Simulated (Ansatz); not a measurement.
# (ZnO)1(SiC)3 [0001] superlattice, started as wurtzite: from the cell to its phonons

Aim: the vibrations of (ZnO)1(SiC)3 [0001] superlattice, started as wurtzite, their spectra, and whether the structure is stable.

Method: DFT PBEsol, scalar-relativistic, plane waves, PAW, in Ansatz 0.2.0.

The structure was built from a prototype and need not be the compound's stable phase.

## (1) Set-up

The structure is trigonal, space group P3m1 (No. 156). The conventional cell has a = 3.122 Å, b = 3.122 Å, c = 10.180 Å, α = 90.00°, β = 90.00°, γ = 120.00°. Nearest to C lie 4 Si at 1.91 Å. C has 4 Si at 1.91 Å nearest. Nearest to C lie 1 Si at 1.91 Å and 3 Zn at 1.91 Å. O has 1 Zn at 1.91 Å and 3 Si at 1.91 Å nearest. Si has 1 C at 1.91 Å and 3 O at 1.91 Å nearest. Nearest to Si lie 4 C at 1.91 Å. Farther neighbours and most contacts between anions are not listed.

As a file:

```cif
data_structure
_symmetry_space_group_name_H-M 'P 1'
_symmetry_Int_Tables_number 1
_cell_length_a 3.1225
_cell_length_b 3.1225
_cell_length_c 10.1800
_cell_angle_alpha 90.000
_cell_angle_beta 90.000
_cell_angle_gamma 120.000
_cell_volume 85.96
loop_
_atom_site_label
_atom_site_type_symbol
_atom_site_fract_x
_atom_site_fract_y
_atom_site_fract_z
_atom_site_occupancy
C1 C 0.66667 0.33333 0.43750 1
C2 C 0.33333 0.66667 0.68750 1
C3 C 0.66667 0.33333 0.93750 1
O4 O 0.33333 0.66667 0.18750 1
Si5 Si 0.66667 0.33333 0.25000 1
Si6 Si 0.33333 0.66667 0.50000 1
Si7 Si 0.66667 0.33333 0.75000 1
Zn8 Zn 0.33333 0.66667 0.00000 1
```

## (2) Coarse relaxation

The start is far from rest, so a relaxation with loose tolerances brings it close first.

Input file input.yaml:

```yaml
crystal:
  lattice:
    - [3.1225, 0.0, 0.0]
    - [-1.56125, 2.70416, 0.0]
    - [0.0, 0.0, 10.18]
  atoms:
    - { symbol: C, position: [0.666667, 0.333333, 0.4375] }
    - { symbol: C, position: [0.333333, 0.666667, 0.6875] }
    - { symbol: C, position: [0.666667, 0.333333, 0.9375] }
    - { symbol: O, position: [0.333333, 0.666667, 0.1875] }
    - { symbol: Si, position: [0.666667, 0.333333, 0.25] }
    - { symbol: Si, position: [0.333333, 0.666667, 0.5] }
    - { symbol: Si, position: [0.666667, 0.333333, 0.75] }
    - { symbol: Zn, position: [0.333333, 0.666667, 0.0] }
kpoints:
  mp_grid: { grid: [9, 9, 2] }
hamiltonian:
  xc: pbesol
scf:
  occupations: { method: gaussian, width: 0.1 }
output:
  forces: true
  stress: true
  eigenvalues: true
relax:
  adjacent_minimum: "off"
  f_tol: 0.05
  max_steps: 80
  cell: { stress_tol: 0.5 }
```

On the command line:

```
> ansatz run input.yaml --threads 8 --pin off --max-ram 14336MiB --backend cpu --events-out ev --progress --plain --runs-dir out
```

Numbers of over 12 decimals in the logs are rounded to 6 here.

The log of the run:

```text
[...]
atoms:
    - { symbol: C, position: [0.666667, 0.333333, 0.440127] }
    - { symbol: C, position: [0.333333, 0.666667, 0.680788] }
    - { symbol: C, position: [0.666667, 0.333333, 0.920115] }
    - { symbol: O, position: [0.333333, 0.666667, 0.216750] }
    - { symbol: Si, position: [0.666667, 0.333333, 0.264440] }
    - { symbol: Si, position: [0.333333, 0.666667, 0.503895] }
    - { symbol: Si, position: [0.666667, 0.333333, 0.744409] }
    - { symbol: Zn, position: [0.333333, 0.666667, -0.020524] }
[key lines of the parts left out:]
SCF converged after 6 iterations
Free energy (F): -6444.167327 eV
Fermi energy:    9.949759 eV
P = ⅓ Tr σ = 0.1716 GPa (1.716 kbar)
```

Elapsed: 8.2 s, on 8 threads of Arm Neoverse V2, shared host; peak memory 0.49 GiB.

Relaxation path:

| step | energy less that of the first step (eV) | largest force component (eV/Å) | pressure (GPa) | volume (Å³) |
| --- | --- | --- | --- | --- |
| 1 | 0.0000 | 3.3199 | 3.55 | 85.96 |
| 2 | -0.3077 | 2.0837 | 1.53 | 86.78 |
| 3 | -0.5232 | 0.8214 | 0.77 | 87.48 |
| 4 | -0.5862 | 0.3976 | -0.50 | 88.94 |
| 5 | -0.6048 | 0.2198 | 0.22 | 88.94 |
| 6 | -0.6130 | 0.0905 | 0.35 | 89.35 |
| 7 | -0.6131 | 0.0207 | -0.01 | 89.57 |
| 8* | -0.6248 | 0.0191 | 0.17 | 89.57 |

Relaxation steps marked * repeat the geometry before them on a plane-wave basis chosen anew for their cell, so energy and pressure can jump there.

Forces are held to the 6 operations that the run works with; a distortion that breaks them can't arise in this run.

| conventional cell, symmetrised | before | after | change |
| --- | --- | --- | --- |
| a (Å) | 3.122 | 3.136 | +0.4 % |
| b (Å) | 3.122 | 3.136 | +0.4 % |
| c (Å) | 10.180 | 10.514 | +3.3 % |
| volume (Å³/atom) | 10.74 | 11.20 | +4.2 % |

The atoms that moved most (Å, as changes of fractional coordinates times the final cell):

| atom | dx | dy | dz | length |
| --- | --- | --- | --- | --- |
| O4 | 0.000 | 0.000 | 0.308 | 0.308 |
| Zn8 | 0.000 | 0.000 | -0.216 | 0.216 |
| C3 | 0.000 | 0.000 | -0.183 | 0.183 |
| Si5 | 0.000 | 0.000 | 0.152 | 0.152 |
| C2 | 0.000 | 0.000 | -0.071 | 0.071 |
| Si7 | 0.000 | 0.000 | -0.059 | 0.059 |
| Si6 | 0.000 | 0.000 | 0.041 | 0.041 |
| C1 | 0.000 | 0.000 | 0.028 | 0.028 |

Numbers from this step:

```yaml
pressure: 0.1716 GPa
volume_per_atom: 11.20 Å³
gap_on_the_k_mesh: 0 eV
```

In this step the volume went from 10.74 to 11.20 Å³/atom.

## (3) Relaxation

Harmonic phonons are second derivatives at a point where the forces vanish, and they are wanted at zero stress, so atoms and cell are relaxed first.

Input file input.yaml:

```yaml
crystal:
  lattice:
    - [3.1363184915, 0.0, 0.0]
    - [-1.5681592457, 2.716131488, 0.0]
    - [0.0, 0.0, 10.5141078758]
  atoms:
    - { symbol: C, position: [0.6666666667, 0.3333333333, 0.4401266698] }
    - { symbol: C, position: [0.3333333333, 0.6666666667, 0.6807881663] }
    - { symbol: C, position: [0.6666666667, 0.3333333333, 0.9201152849] }
    - { symbol: O, position: [0.3333333333, 0.6666666667, 0.2167502741] }
    - { symbol: Si, position: [0.6666666667, 0.3333333333, 0.2644397625] }
    - { symbol: Si, position: [0.3333333333, 0.6666666667, 0.503894799] }
    - { symbol: Si, position: [0.6666666667, 0.3333333333, 0.7444088884] }
    - { symbol: Zn, position: [0.3333333333, 0.6666666667, -0.020523845] }
kpoints:
  mp_grid: { grid: [15, 15, 4] }
hamiltonian:
  xc: pbesol
scf:
  occupations: { method: gaussian, width: 0.1 }
output:
  forces: true
  stress: true
  eigenvalues: true
relax:
  adjacent_minimum: "off"
  f_tol: 0.005
  max_steps: 80
  cell: { stress_tol: 0.05 }
```

The log of the run:

```text
[...]
Crystal: 8 atoms, lattice volume = 89.566 Å³
Basis set: ecut = 420 eV, 1739 PW (Γ), exchange–correlation on 48×48×144 points (8 copies of the dense FFT grid, shifted against one another)
Bands: 29, of which v1, the nominal top of the filled ones, is band 21 counted from 1 (20 counted from 0)
Symmetry: 6 space group operations
[...]
k-points: 100 of 900 (time reversal used)
[...]
atoms:
    - { symbol: C, position: [0.666667, 0.333333, 0.440648] }
    - { symbol: C, position: [0.333333, 0.666667, 0.680467] }
    - { symbol: C, position: [0.666667, 0.333333, 0.919102] }
    - { symbol: O, position: [0.333333, 0.666667, 0.217798] }
    - { symbol: Si, position: [0.666667, 0.333333, 0.265314] }
    - { symbol: Si, position: [0.333333, 0.666667, 0.503938] }
    - { symbol: Si, position: [0.666667, 0.333333, 0.743753] }
    - { symbol: Zn, position: [0.333333, 0.666667, -0.021020] }
[key lines of the parts left out:]
SCF converged after 7 iterations
Free energy (F): -6444.188321 eV
Fermi energy:    9.882398 eV
P = ⅓ Tr σ = 0.0056 GPa (0.056 kbar)
```

It took 17 s on 8 threads; peak memory 0.64 GiB; 2.2 min of CPU time.

The steps of the relaxation:

| step | energy less that of the first step (eV) | largest force component (eV/Å) | pressure (GPa) | volume (Å³) |
| --- | --- | --- | --- | --- |
| 1 | 0.0000 | 0.0602 | 0.34 | 89.57 |
| 2 | -0.0002 | 0.0377 | 0.15 | 89.72 |
| 3 | -0.0001 | 0.0098 | -0.02 | 89.90 |
| 4 | -0.0001 | 0.0039 | -0.01 | 89.89 |
| 5* | -0.0010 | 0.0038 | 0.01 | 89.89 |

Relaxation steps marked * repeat the geometry before them on a plane-wave basis chosen anew for their cell, so energy and pressure can jump there.

Forces are held to the 6 operations that the run works with; a distortion that breaks them can't arise in this run.

| conventional cell, symmetrised | before | after | change |
| --- | --- | --- | --- |
| a (Å) | 3.136 | 3.136 | -0.0 % |
| b (Å) | 3.136 | 3.136 | -0.0 % |
| c (Å) | 10.514 | 10.554 | +0.4 % |
| volume (Å³/atom) | 11.20 | 11.24 | +0.4 % |

The atoms that moved most (Å, as changes of fractional coordinates times the final cell):

| atom | dx | dy | dz | length |
| --- | --- | --- | --- | --- |
| O4 | 0.000 | 0.000 | 0.011 | 0.011 |
| C3 | 0.000 | 0.000 | -0.011 | 0.011 |
| Si5 | 0.000 | 0.000 | 0.009 | 0.009 |
| Si7 | 0.000 | 0.000 | -0.007 | 0.007 |
| C1 | 0.000 | 0.000 | 0.006 | 0.006 |
| Zn8 | 0.000 | 0.000 | -0.005 | 0.005 |

Numbers from this step:

* pressure: 0.005600 GPa
* volume per atom: 11.24 Å³

In this step the volume went from 11.20 to 11.24 Å³/atom.

## (4) Relaxing to small forces for the phonons

Phonons need a cell at rest on their own settings, so the relaxation is repeated with tight tolerances on forces and stress, using the mesh and the filling of the phonon run that follows.

Input file input.yaml:

```yaml
crystal:
  lattice:
    - [3.1361081323, 0.0, 0.0]
    - [-1.5680540661, 2.7159493116, 0.0]
    - [0.0, 0.0, 10.5540045197]
  atoms:
    - { symbol: C, position: [0.6666666667, 0.3333333333, 0.440647861] }
    - { symbol: C, position: [0.3333333333, 0.6666666667, 0.680466788] }
    - { symbol: C, position: [0.6666666667, 0.3333333333, 0.9191019418] }
    - { symbol: O, position: [0.3333333333, 0.6666666667, 0.2177982911] }
    - { symbol: Si, position: [0.6666666667, 0.3333333333, 0.2653139866] }
    - { symbol: Si, position: [0.3333333333, 0.6666666667, 0.5039379603] }
    - { symbol: Si, position: [0.6666666667, 0.3333333333, 0.7437528234] }
    - { symbol: Zn, position: [0.3333333333, 0.6666666667, -0.0210196521] }
kpoints:
  mp_grid: { grid: [15, 15, 4] }
hamiltonian:
  xc: pbesol
scf:
  occupations: { method: methfessel_paxton, width: 0.2 }
output:
  forces: true
  stress: true
  eigenvalues: true
relax:
  adjacent_minimum: "off"
  f_tol: 0.001
  max_steps: 60
  cell: { stress_tol: 0.01 }
```

The log of the run:

```text
[...]
Crystal: 8 atoms, lattice volume = 89.894 Å³
Basis set: ecut = 420 eV, 1739 PW (Γ), exchange–correlation on 48×48×144 points (8 copies of the dense FFT grid, shifted against one another)
Bands: 29, of which v1, the nominal top of the filled ones, is band 21 counted from 1 (20 counted from 0)
Symmetry: 6 space group operations
[...]
k-points: 100 of 900 (time reversal used)
[...]
atoms:
    - { symbol: C, position: [0.666667, 0.333333, 0.440725] }
    - { symbol: C, position: [0.333333, 0.666667, 0.680449] }
    - { symbol: C, position: [0.666667, 0.333333, 0.918985] }
    - { symbol: O, position: [0.333333, 0.666667, 0.218012] }
    - { symbol: Si, position: [0.666667, 0.333333, 0.265480] }
    - { symbol: Si, position: [0.333333, 0.666667, 0.504028] }
    - { symbol: Si, position: [0.666667, 0.333333, 0.743728] }
    - { symbol: Zn, position: [0.333333, 0.666667, -0.021406] }
[key lines of the parts left out:]
SCF converged after 5 iterations
Free energy (F): -6444.182265 eV
Fermi energy:    9.874784 eV
P = ⅓ Tr σ = 0.0004 GPa (0.004 kbar)
```

Run time: 27 s. Hardware: 8 threads; peak memory 0.65 GiB.

Little changed from the start: no atom moved by 0.005 Å and no cell edge by 0.1 %.

This step gave:

* pressure: 3.81e-4 GPa

The largest force component left is 0.18 meV/Å and the pressure is 0.000 GPa, within the tolerances set. The cell now holds 11.24 Å³/atom.

(Part 1 of 2 ends here.)

[Logs are printed without paths, hosts, clocks, repeated set-up lines and the standing remarks that a program may print on its own settings, such as how far it seeks lower states.]

[Hosts, paths, dates, database ids (printed as entryN), source tags and the programs' standing remarks are cut or masked in the printed files.]
